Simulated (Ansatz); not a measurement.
# K on Ni(100): change of the work function, part 3 of 4

How does K on the hollow site change the work function of Ni(100) as the layer fills?

Ansatz 0.2.0; plane-wave DFT, PBE, Ansatz PAW.

So far, work function, upper face (eV): step 2 (the clean slab) 4.88; step 3 (37 atoms, coverage 0.111 ML, cell 3x3) 2.00.

**4. Adsorbate added, k-mesh 6×6×1, coverage 0.25 ML**

System of this step: KNi16 (K/Ni(100)). The cell holds 17 atoms: 16 Ni and 1 K. Cell: a = 4.978 Å, b = 4.978 Å, c = 26.107 Å, α = 90.0°, β = 90.0°, γ = 90.0°. Vacuum lies along c.

Another coverage, to see how the dipoles act on each other as their distance changes.

The input, input.yaml:

```yaml
crystal:
  lattice:
    - [4.9780317396, 0.0, 0.0]
    - [0.0, 4.9780317396, 0.0]
    - [0.0, 0.0, 26.1072931773]
  atoms:
    - { symbol: Ni, position: [0.25, 0.25, 0.3447312572], spin: 0.76 }
    - { symbol: Ni, position: [0.0, 0.0, 0.4121453698], spin: 0.69 }
    - { symbol: Ni, position: [0.25, 0.25, 0.4804078646], spin: 0.7 }
    - { symbol: Ni, position: [0.0, 0.0, 0.5452737482], spin: 0.76 }
    - { symbol: Ni, position: [0.25, 0.75, 0.3447312572], spin: 0.76 }
    - { symbol: Ni, position: [0.0, 0.5, 0.4121453698], spin: 0.69 }
    - { symbol: Ni, position: [0.25, 0.75, 0.4804078646], spin: 0.7 }
    - { symbol: Ni, position: [0.0, 0.5, 0.5452737482], spin: 0.76 }
    - { symbol: Ni, position: [0.75, 0.25, 0.3447312572], spin: 0.76 }
    - { symbol: Ni, position: [0.5, 0.0, 0.4121453698], spin: 0.69 }
    - { symbol: Ni, position: [0.75, 0.25, 0.4804078646], spin: 0.7 }
    - { symbol: Ni, position: [0.5, 0.0, 0.5452737482], spin: 0.76 }
    - { symbol: Ni, position: [0.75, 0.75, 0.3447312572], spin: 0.76 }
    - { symbol: Ni, position: [0.5, 0.5, 0.4121453698], spin: 0.69 }
    - { symbol: Ni, position: [0.75, 0.75, 0.4804078646], spin: 0.7 }
    - { symbol: Ni, position: [0.5, 0.5, 0.5452737482], spin: 0.76 }
    - { symbol: K, position: [0.25, 0.25, 0.6552687428] }
magnetization:
  spin_polarized: true
kpoints:
  mp_grid: { grid: [6, 6, 1] }
hamiltonian:
  xc: pbe
scf:
  occupations: { method: fermi_dirac, width: 0.1 }
  convergence: { dr2_threshold: 1.0e-08 }
efield:
  axis: 3
  dipole_correction: true
  ramp_position: 0.97
  ramp_width: 0.06
relax:
  f_tol: 0.02
  max_steps: 60
  constraints: [{ sites: [0, 1, 4, 5, 8, 9, 12, 13] }]
output:
  dos: { projected: true, e_range: [-8, 4] }
  write_potential: true
  write_density: true
  volumetric_format: npy
  elf: true
```

Launch:

```console
$ ansatz run input.yaml --threads 4 --pin off --max-ram 16384MiB --backend cpu --events-out ev --progress --plain --runs-dir out
```

Numbers of over 12 decimals in the logs are rounded to 6 here.

What it wrote:

```text
[...]
Crystal: 17 atoms, lattice volume = 646.960 Å³
Basis set: ecut = 420 eV, 12675 PW (Γ), exchange–correlation on 72×72×360 points (8 copies of the dense FFT grid, shifted against one another)
Bands: 186, of which v1, the nominal top of the filled ones, is band 149 counted from 1 (148 counted from 0)
Symmetry: 8 space group operations
k-points: 10 of 36
[...]
Starting moments: Σ|m| = 11.64 μB on 16 of 17 sites
[...]
SCF iter   1: F=—  HF=-94952.775781 eV  |F-HF|=—  |Δ(HF+E_count)|=         —  Δρ=1.99e-2 (↑1.34e-2 ↓1.99e-2)  dr2=2.27e1  dr2_m=8.04e-1  M=12.045 μB ∫|m|=12.633 μB  β_m=1.00  ethr=3.10e-3  p=-0.000 e·Å  D=-1.06e-6 V/Å  ΔV_dip=0.00 eV  dr2_dipole=1.20e0  V_vac-E_F(+/−)=7.06/7.06 eV  ⟨swp⟩=11.2  Hψ=19724  notcnv=0  defer=213
[...]
SCF iter  21: F=-94967.787333 eV  HF=-94967.787333 eV  |F-HF|=5.66e-9  |Δ(HF+E_count)|=   1.35e-9  Δρ=6.29e-7 (↑1.57e-7 ↓6.29e-7)  dr2=5.17e-9  dr2_m=3.61e-10  M=10.697 μB ∫|m|=12.245 μB  ethr=2.01e-12  p=0.401 e·Å  D=1.12e-1 V/Å  ΔV_dip=-2.93 eV  dr2_dipole=7.38e-10  V_vac-E_F(+/−)=1.97/4.90 eV  ⟨swp⟩=15.4  Hψ=28165  notcnv=0
SCF 1 converged in 21 iterations: F = -94967.787333 eV  dr2 = 5.17e-9
[...]
relax step   1: F+E_penalty+E_count = -94967.78733307 eV  Δ(F+E_penalty+E_count) = +0.000e0 eV  max|allowed force component| = 2.827e-1 eV/Å  Δτ_max = 0.0000 Å  (21 SCF iters, accepted)
[...]
SCF iter  12: F=-94967.800925 eV  HF=-94967.800925 eV  |F-HF|=1.54e-9  |Δ(HF+E_count)|=  1.75e-10  Δρ=4.40e-7 (↑1.34e-7 ↓4.40e-7)  dr2=3.06e-9  dr2_m=2.59e-10  M=10.681 μB ∫|m|=12.230 μB  ethr=2.80e-12  p=0.406 e·Å  D=1.14e-1 V/Å  ΔV_dip=-2.97 eV  dr2_dipole=4.65e-10  V_vac-E_F(+/−)=1.93/4.90 eV  ⟨swp⟩=11.6  Hψ=25631  notcnv=0
SCF 2 converged in 12 iterations: F = -94967.800925 eV  dr2 = 3.06e-9
relax step   2: F+E_penalty+E_count = -94967.80092489 eV  Δ(F+E_penalty+E_count) = -1.359e-2 eV  max|allowed force component| = 2.131e-1 eV/Å  Δτ_max = 0.0475 Å  (12 SCF iters, accepted)
SCF iter   1: F=—  HF=-94967.818071 eV  |F-HF|=—  |Δ(HF+E_count)|=         —  Δρ=1.38e-3 (↑6.07e-4 ↓1.38e-3)  dr2=4.02e-2  dr2_m=3.71e-3  M=10.619 μB ∫|m|=12.170 μB  β_m=1.00  ethr=1.18e-4  p=0.406 e·Å  D=1.14e-1 V/Å  ΔV_dip=-2.97 eV  dr2_dipole=3.79e-4  V_vac-E_F(+/−)=1.94/4.91 eV  ⟨swp⟩=5.2  Hψ=9060  notcnv=0  defer=303
[...]
SCF iter  13: F=-94967.815231 eV  HF=-94967.815231 eV  |F-HF|=5.38e-10  |Δ(HF+E_count)|=   5.82e-9  Δρ=3.03e-7 (↑2.02e-7 ↓3.03e-7)  dr2=1.45e-9  dr2_m=1.03e-10  M=10.620 μB ∫|m|=12.168 μB  ethr=3.09e-12  p=0.423 e·Å  D=1.18e-1 V/Å  ΔV_dip=-3.09 eV  dr2_dipole=2.48e-10  V_vac-E_F(+/−)=1.81/4.90 eV  ⟨swp⟩=12.4  Hψ=25004  notcnv=0
SCF 3 converged in 13 iterations: F = -94967.815231 eV  dr2 = 1.45e-9
relax step   3: F+E_penalty+E_count = -94967.81523147 eV  Δ(F+E_penalty+E_count) = -1.431e-2 eV  max|allowed force component| = 6.142e-2 eV/Å  Δτ_max = 0.1504 Å  (13 SCF iters, accepted)
SCF iter   1: F=—  HF=-94967.816250 eV  |F-HF|=—  |Δ(HF+E_count)|=         —  Δρ=2.11e-4 (↑1.72e-4 ↓2.11e-4)  dr2=1.90e-3  dr2_m=9.05e-5  M=10.633 μB ∫|m|=12.178 μB  β_m=1.00  ethr=5.28e-6  p=0.423 e·Å  D=1.18e-1 V/Å  ΔV_dip=-3.09 eV  dr2_dipole=8.42e-5  V_vac-E_F(+/−)=1.81/4.90 eV  ⟨swp⟩=3.1  Hψ=7621  notcnv=0  defer=309
[...]
SCF iter  12: F=-94967.816126 eV  HF=-94967.816126 eV  |F-HF|=4.35e-9  |Δ(HF+E_count)|=  5.53e-10  Δρ=5.35e-7 (↑2.55e-7 ↓5.35e-7)  dr2=4.62e-9  dr2_m=3.40e-10  M=10.632 μB ∫|m|=12.179 μB  ethr=1.50e-12  p=0.419 e·Å  D=1.17e-1 V/Å  ΔV_dip=-3.06 eV  dr2_dipole=3.39e-11  V_vac-E_F(+/−)=1.84/4.90 eV  ⟨swp⟩=10.8  Hψ=24560  notcnv=0
SCF 4 converged in 12 iterations: F = -94967.816126 eV  dr2 = 4.62e-9
relax step   4: F+E_penalty+E_count = -94967.81612586 eV  Δ(F+E_penalty+E_count) = -8.944e-4 eV  max|allowed force component| = 1.965e-2 eV/Å  Δτ_max = 0.0289 Å  (12 SCF iters, accepted)
[...]
SCF converged after 12 iterations
Magnetization: 10.6318 μB (153.8159 up, 143.1841 down)
Absolute magnetization: 12.1905 μB (∫|ρ↑−ρ↓|, with the PAW one-centre terms)
[...]
Per-site moments (μB) at R_I (Å): [(0.763951, 1.026719), (0.692738, 1.026719), (0.687688, 1.010685), (0.684849, 1.010056), (0.765799, 1.026719), (0.692738, 1.026719), (0.678931, 1.010056), (0.684849, 1.010056), (0.765799, 1.026719), (0.692738, 1.026719), (0.678931, 1.010056), (0.684849, 1.010056), (0.764252, 1.026719), (0.692738, 1.026719), (0.678753, 1.011277), (0.684849, 1.010056), (-0.00955533, 1.329533)]
Free energy (F): -94967.816126 eV
[...]
Internal energy: -94966.862559 eV  (E = F + TS)
E sigma→0 (E₀):  -94967.339342 eV
Entropy (-TS):   -0.953567 eV (-56.092 meV/atom)
Fermi energy:    2.966758 eV
Dipole field:    D = 0.117282 V/Å  (p = 0.419322 e·Å, saw-weighted, corrected)
Work function:   Φ+ = 1.8378 eV   Φ− = 4.8998 eV
[...]
--- Forces (eV/Å), atoms counted from 1 ---
  atom   1  Ni     0.00000000     0.00000000     0.32818712
  atom   2  Ni     0.01732964     0.01732964    -0.33386058
  atom   3  Ni     0.00000000     0.00000000     0.00364880
  atom   4  Ni     0.00354778     0.00354778     0.00125655
  atom   5  Ni    -0.00000000     0.00000000     0.32452151
  atom   6  Ni     0.01732964    -0.01732964    -0.33386058
  atom   7  Ni     0.00000000     0.00000000     0.00368325
  atom   8  Ni     0.00354778    -0.00354778     0.00125655
  atom   9  Ni     0.00000000     0.00000000     0.32452151
  atom  10  Ni    -0.01732964     0.01732964    -0.33386058
  atom  11  Ni    -0.00000000     0.00000000     0.00368325
  atom  12  Ni    -0.00354778     0.00354778     0.00125655
  atom  13  Ni    -0.00000000     0.00000000     0.32786562
  atom  14  Ni    -0.01732964    -0.01732964    -0.33386058
  atom  15  Ni    -0.00000000     0.00000000     0.01964930
  atom  16  Ni    -0.00354778    -0.00354778     0.00125655
  atom  17  K     -0.00000000     0.00000000    -0.00537612
  max |Σ_I F_I| component: 3.19e-5 eV/Å
--- Band table (eV; the first three rows and the last of 20) ---
  k-point 0 ↑: bands = [... 145 lower, 2.4154, 2.4205, 2.4205, 2.4986, 2.5284, 2.7702, 2.7906, 3.2577, ... 33 higher]
  k-point 1 ↑: bands = [... 145 lower, 2.3766, 2.3871, 2.4102, 2.4289, 2.4486, 2.6301, 2.6522, 2.7571, ... 33 higher]
  k-point 2 ↑: bands = [... 145 lower, 2.2982, 2.3530, 2.3556, 2.3560, 2.3989, 2.4448, 2.4470, 2.4693, ... 33 higher]
  k-point 9 ↓: bands = [... 145 lower, 2.7870, 2.7910, 2.7956, 3.2458, 3.2458, 3.2464, 3.2528, 3.3477, ... 33 higher]
--- Relaxed structure (4 steps of the walk, 4 accepted, 0 SCFs on fresh bases) ---
  F+E_penalty+E_count = -94967.81612586 eV   max|allowed force component| = 1.965e-2 eV/Å
  atoms:
    - { symbol: Ni, position: [0.25, 0.25, 0.344731] }
    - { symbol: Ni, position: [0.0, 0.0, 0.412145] }
    - { symbol: Ni, position: [0.25, 0.25, 0.480718] }
    - { symbol: Ni, position: [-0.0014062, -0.0014062, 0.545616] }
    - { symbol: Ni, position: [0.25, 0.750000, 0.344731] }
    - { symbol: Ni, position: [0.0, 0.5, 0.412145] }
    - { symbol: Ni, position: [0.25, 0.750000, 0.480409] }
    - { symbol: Ni, position: [-0.0014062, 0.501406, 0.545616] }
    - { symbol: Ni, position: [0.750000, 0.25, 0.344731] }
    - { symbol: Ni, position: [0.5, 0.0, 0.412145] }
    - { symbol: Ni, position: [0.750000, 0.25, 0.480409] }
    - { symbol: Ni, position: [0.501406, -0.0014062, 0.545616] }
    - { symbol: Ni, position: [0.750000, 0.750000, 0.344731] }
    - { symbol: Ni, position: [0.5, 0.5, 0.412145] }
    - { symbol: Ni, position: [0.750000, 0.750000, 0.479857] }
    - { symbol: Ni, position: [0.501406, 0.501406, 0.545616] }
    - { symbol: K, position: [0.25, 0.25, 0.648793] }
```

The job ended after 8.9 min (4 threads of Arm Neoverse V1, shared host; peak memory 3.9 GiB; 35 min of CPU time).

Step by step:

```
step  energy less that of the first step (eV)  largest force component (eV/Å)
   1                                   0.0000                          0.2827
   2                                  -0.0136                          0.2131
   3                                  -0.0279                          0.0614
   4                                  -0.0288                          0.0196
```

The run keeps the 8 symmetry operations that it works with, so distortions that break them were not tested.

The atoms that moved most (Å):

```
atom      dx      dy      dz  length
 K17   0.000   0.000  -0.169   0.169
Ni15   0.000   0.000  -0.014   0.014
 Ni4  -0.007  -0.007   0.009   0.013
Ni12   0.007  -0.007   0.009   0.013
 Ni8  -0.007   0.007   0.009   0.013
Ni16   0.007   0.007   0.009   0.013
 Ni3   0.000   0.000   0.008   0.008
```

Final coordinates:

```cif
data_structure
_symmetry_space_group_name_H-M 'P 1'
_symmetry_Int_Tables_number 1
_cell_length_a 4.9780
_cell_length_b 4.9780
_cell_length_c 26.1073
_cell_angle_alpha 90.000
_cell_angle_beta 90.000
_cell_angle_gamma 90.000
_cell_volume 646.96
loop_
_atom_site_label
_atom_site_type_symbol
_atom_site_fract_x
_atom_site_fract_y
_atom_site_fract_z
_atom_site_occupancy
Ni1 Ni 0.25000 0.25000 0.34473 1
Ni2 Ni 0.00000 0.00000 0.41215 1
Ni3 Ni 0.25000 0.25000 0.48072 1
Ni4 Ni 0.99859 0.99859 0.54562 1
Ni5 Ni 0.25000 0.75000 0.34473 1
Ni6 Ni 0.00000 0.50000 0.41215 1
Ni7 Ni 0.25000 0.75000 0.48041 1
Ni8 Ni 0.99859 0.50141 0.54562 1
Ni9 Ni 0.75000 0.25000 0.34473 1
Ni10 Ni 0.50000 0.00000 0.41215 1
Ni11 Ni 0.75000 0.25000 0.48041 1
Ni12 Ni 0.50141 0.99859 0.54562 1
Ni13 Ni 0.75000 0.75000 0.34473 1
Ni14 Ni 0.50000 0.50000 0.41215 1
Ni15 Ni 0.75000 0.75000 0.47986 1
Ni16 Ni 0.50141 0.50141 0.54562 1
K17 K 0.25000 0.25000 0.64879 1
```

This step gave:

```yaml
energy_at_zero_smearing: -94967.3393 eV
total_moment: 10.63 μB
work_function_upper_face: 1.838 eV
work_function_lower_face: 4.900 eV
dipole_along_the_normal: 0.4193 e·Å
step_between_the_vacuum_levels: -3.062 eV
```

Running mean over 1.76 Å of the planar mean; the ramp of the sawtooth is left out. Electron's electrostatic potential energy less the Fermi level against z:

```
z (Å)  electron's electrostatic potential energy less the Fermi level (eV)
  3.5                                                                 4.90
  4.0                                                                 4.90
  4.5                                                                 4.90
  5.0                                                                 4.90
  5.5                                                                 4.89
  6.0                                                                 4.86
  6.5                                                                 4.76
  7.0                                                                 4.39
  7.5                                                                 2.94
  8.0                                                                -1.70
  8.5                                                                -7.37
  9.0                                                                -9.87
  9.5                                                                -10.2
 10.0                                                                -10.3
 10.5                                                                -10.3
 11.0                                                                -10.3
 11.5                                                                -10.2
 12.0                                                                -10.2
 12.5                                                                -10.4
 13.0                                                                -10.8
 13.5                                                                -10.9
 14.0                                                                -10.4
 14.5                                                                -9.15
 15.0                                                                -4.98
 15.5                                                               -0.106
 16.0                                                                0.892
 16.5                                                               -0.424
 17.0                                                                -1.32
 17.5                                                                -1.08
 18.0                                                              -0.0145
 18.5                                                                0.949
 19.0                                                                 1.37
 19.5                                                                 1.58
 20.0                                                                 1.69
 20.5                                                                 1.76
 21.0                                                                 1.80
 21.5                                                                 1.82
 22.0                                                                 1.83
 22.5                                                                 1.83
 23.0                                                                 1.84
```

The density of states has structure finer than the step of the table below, so its rows give means over 0.5 eV, whole bins alone (the curve runs from -8 to 1.98 eV). Peaks (eV: height): total -2.77: 50.4, -2.20: 63.8, -1.65: 65.4, -1.53: 60.7, -1.20: 63.3, -0.93: 78.1, -0.60: 73.1; up -2.20: 49.2, -1.71: 33.6, -1.65: 43.0, -1.35: 29.3, -1.20: 32.3, -0.84: 41.8, -0.60: 50.7; down -2.77: 34.0, -1.53: 35.1, -1.20: 30.9, -0.93: 54.8, -0.66: 35.5, -0.45: 32.3, -0.15: 36.0.

Density of states against energy, zero at the Fermi level; means over each step; values in states/eV a cell:

```
energy (eV)  total     up   down
       -7.5   1.05  0.528  0.520
       -7.0   1.18  0.589  0.586
       -6.5   2.44   1.23   1.22
       -6.0   2.30   1.20   1.10
       -5.5   3.15   1.67   1.47
       -5.0   4.11   2.31   1.80
       -4.5   8.83   5.96   2.87
       -4.0   18.7   12.1   6.59
       -3.5   22.8   13.6   9.20
       -3.0   27.1   13.9   13.1
       -2.5   31.7   19.4   12.3
       -2.0   38.0   22.0   16.0
       -1.5   46.5   24.9   21.5
       -1.0   54.0   30.5   23.4
       -0.5   41.5   17.3   24.2
        0.0   29.9   3.57   26.3
        0.5   13.2   2.92   10.3
        1.0   7.32   3.77   3.55
        1.5   7.17   3.31   3.85
```

Projected DOS per atom over height of the atomic layer and energy from the Fermi level. Layers: Ni4 Ni4 Ni4 Ni4 K from below.

Ten even steps from '0' (0.00 states/eV) to '9' (4.08 states/eV), each cell a mean:
```
00000
00001
00001
22221
53340
75570
96680
76680
64470
56650
34330
24530
24420
12310
01100
00000
00000
00000
00000
00000
00000
00000
```
Columns: height of the atomic layer (Å) from 9 to 16.9 (not evenly spaced); rows upwards: energy from the Fermi level (eV) from -7.96 to 1.95.

Projected DOS per atom, spin up over height of the atomic layer and energy from the Fermi level. Layers: Ni4 Ni4 Ni4 Ni4 K from below.

Values in states/eV, 22 rows by 5 columns, each cell a mean:
```
0.08 0.09 0.08 0.08 0.16
0.12 0.16 0.14 0.12 0.17
0.14 0.12 0.16 0.15 0.38
0.13 0.11 0.11 0.14 0.43
0.20 0.19 0.20 0.24 0.21
1.12 1.16 1.18 1.20 0.11
2.30 1.62 1.45 2.12 0.08
1.77 1.29 1.31 1.66 0.13
1.73 0.83 0.83 1.79 0.09
1.43 1.53 1.57 1.45 0.03
0.99 1.06 0.95 0.82 0.00
0.66 0.84 0.85 0.73 0.00
0.62 1.25 1.27 0.64 0.00
0.35 0.72 0.82 0.42 0.02
0.18 0.37 0.42 0.21 0.01
0.10 0.18 0.18 0.11 0.01
0.07 0.13 0.14 0.07 0.00
0.05 0.09 0.09 0.06 0.00
0.07 0.09 0.09 0.07 0.01
0.02 0.06 0.06 0.03 0.00
0.01 0.05 0.05 0.02 0.00
0.01 0.05 0.05 0.02 0.00
```
Columns: height of the atomic layer (Å) from 9 to 16.9 (not evenly spaced); rows upwards: energy from the Fermi level (eV) from -7.96 to 1.95.

(Part 3 of 4 ends here.)

[Logs are printed without paths, hosts, clocks, repeated set-up lines and the standing remarks that a program may print on its own settings, such as how far it seeks lower states.]

[Hosts, paths, dates, database ids (printed as entryN), source tags and the programs' standing remarks are cut or masked in the printed files.]

[Maps of the electrostatic potential energy from Ansatz leave out the sawtooth potential of an applied field or a dipole correction, so their vacuum need not be flat; planar profiles and work functions include it.]
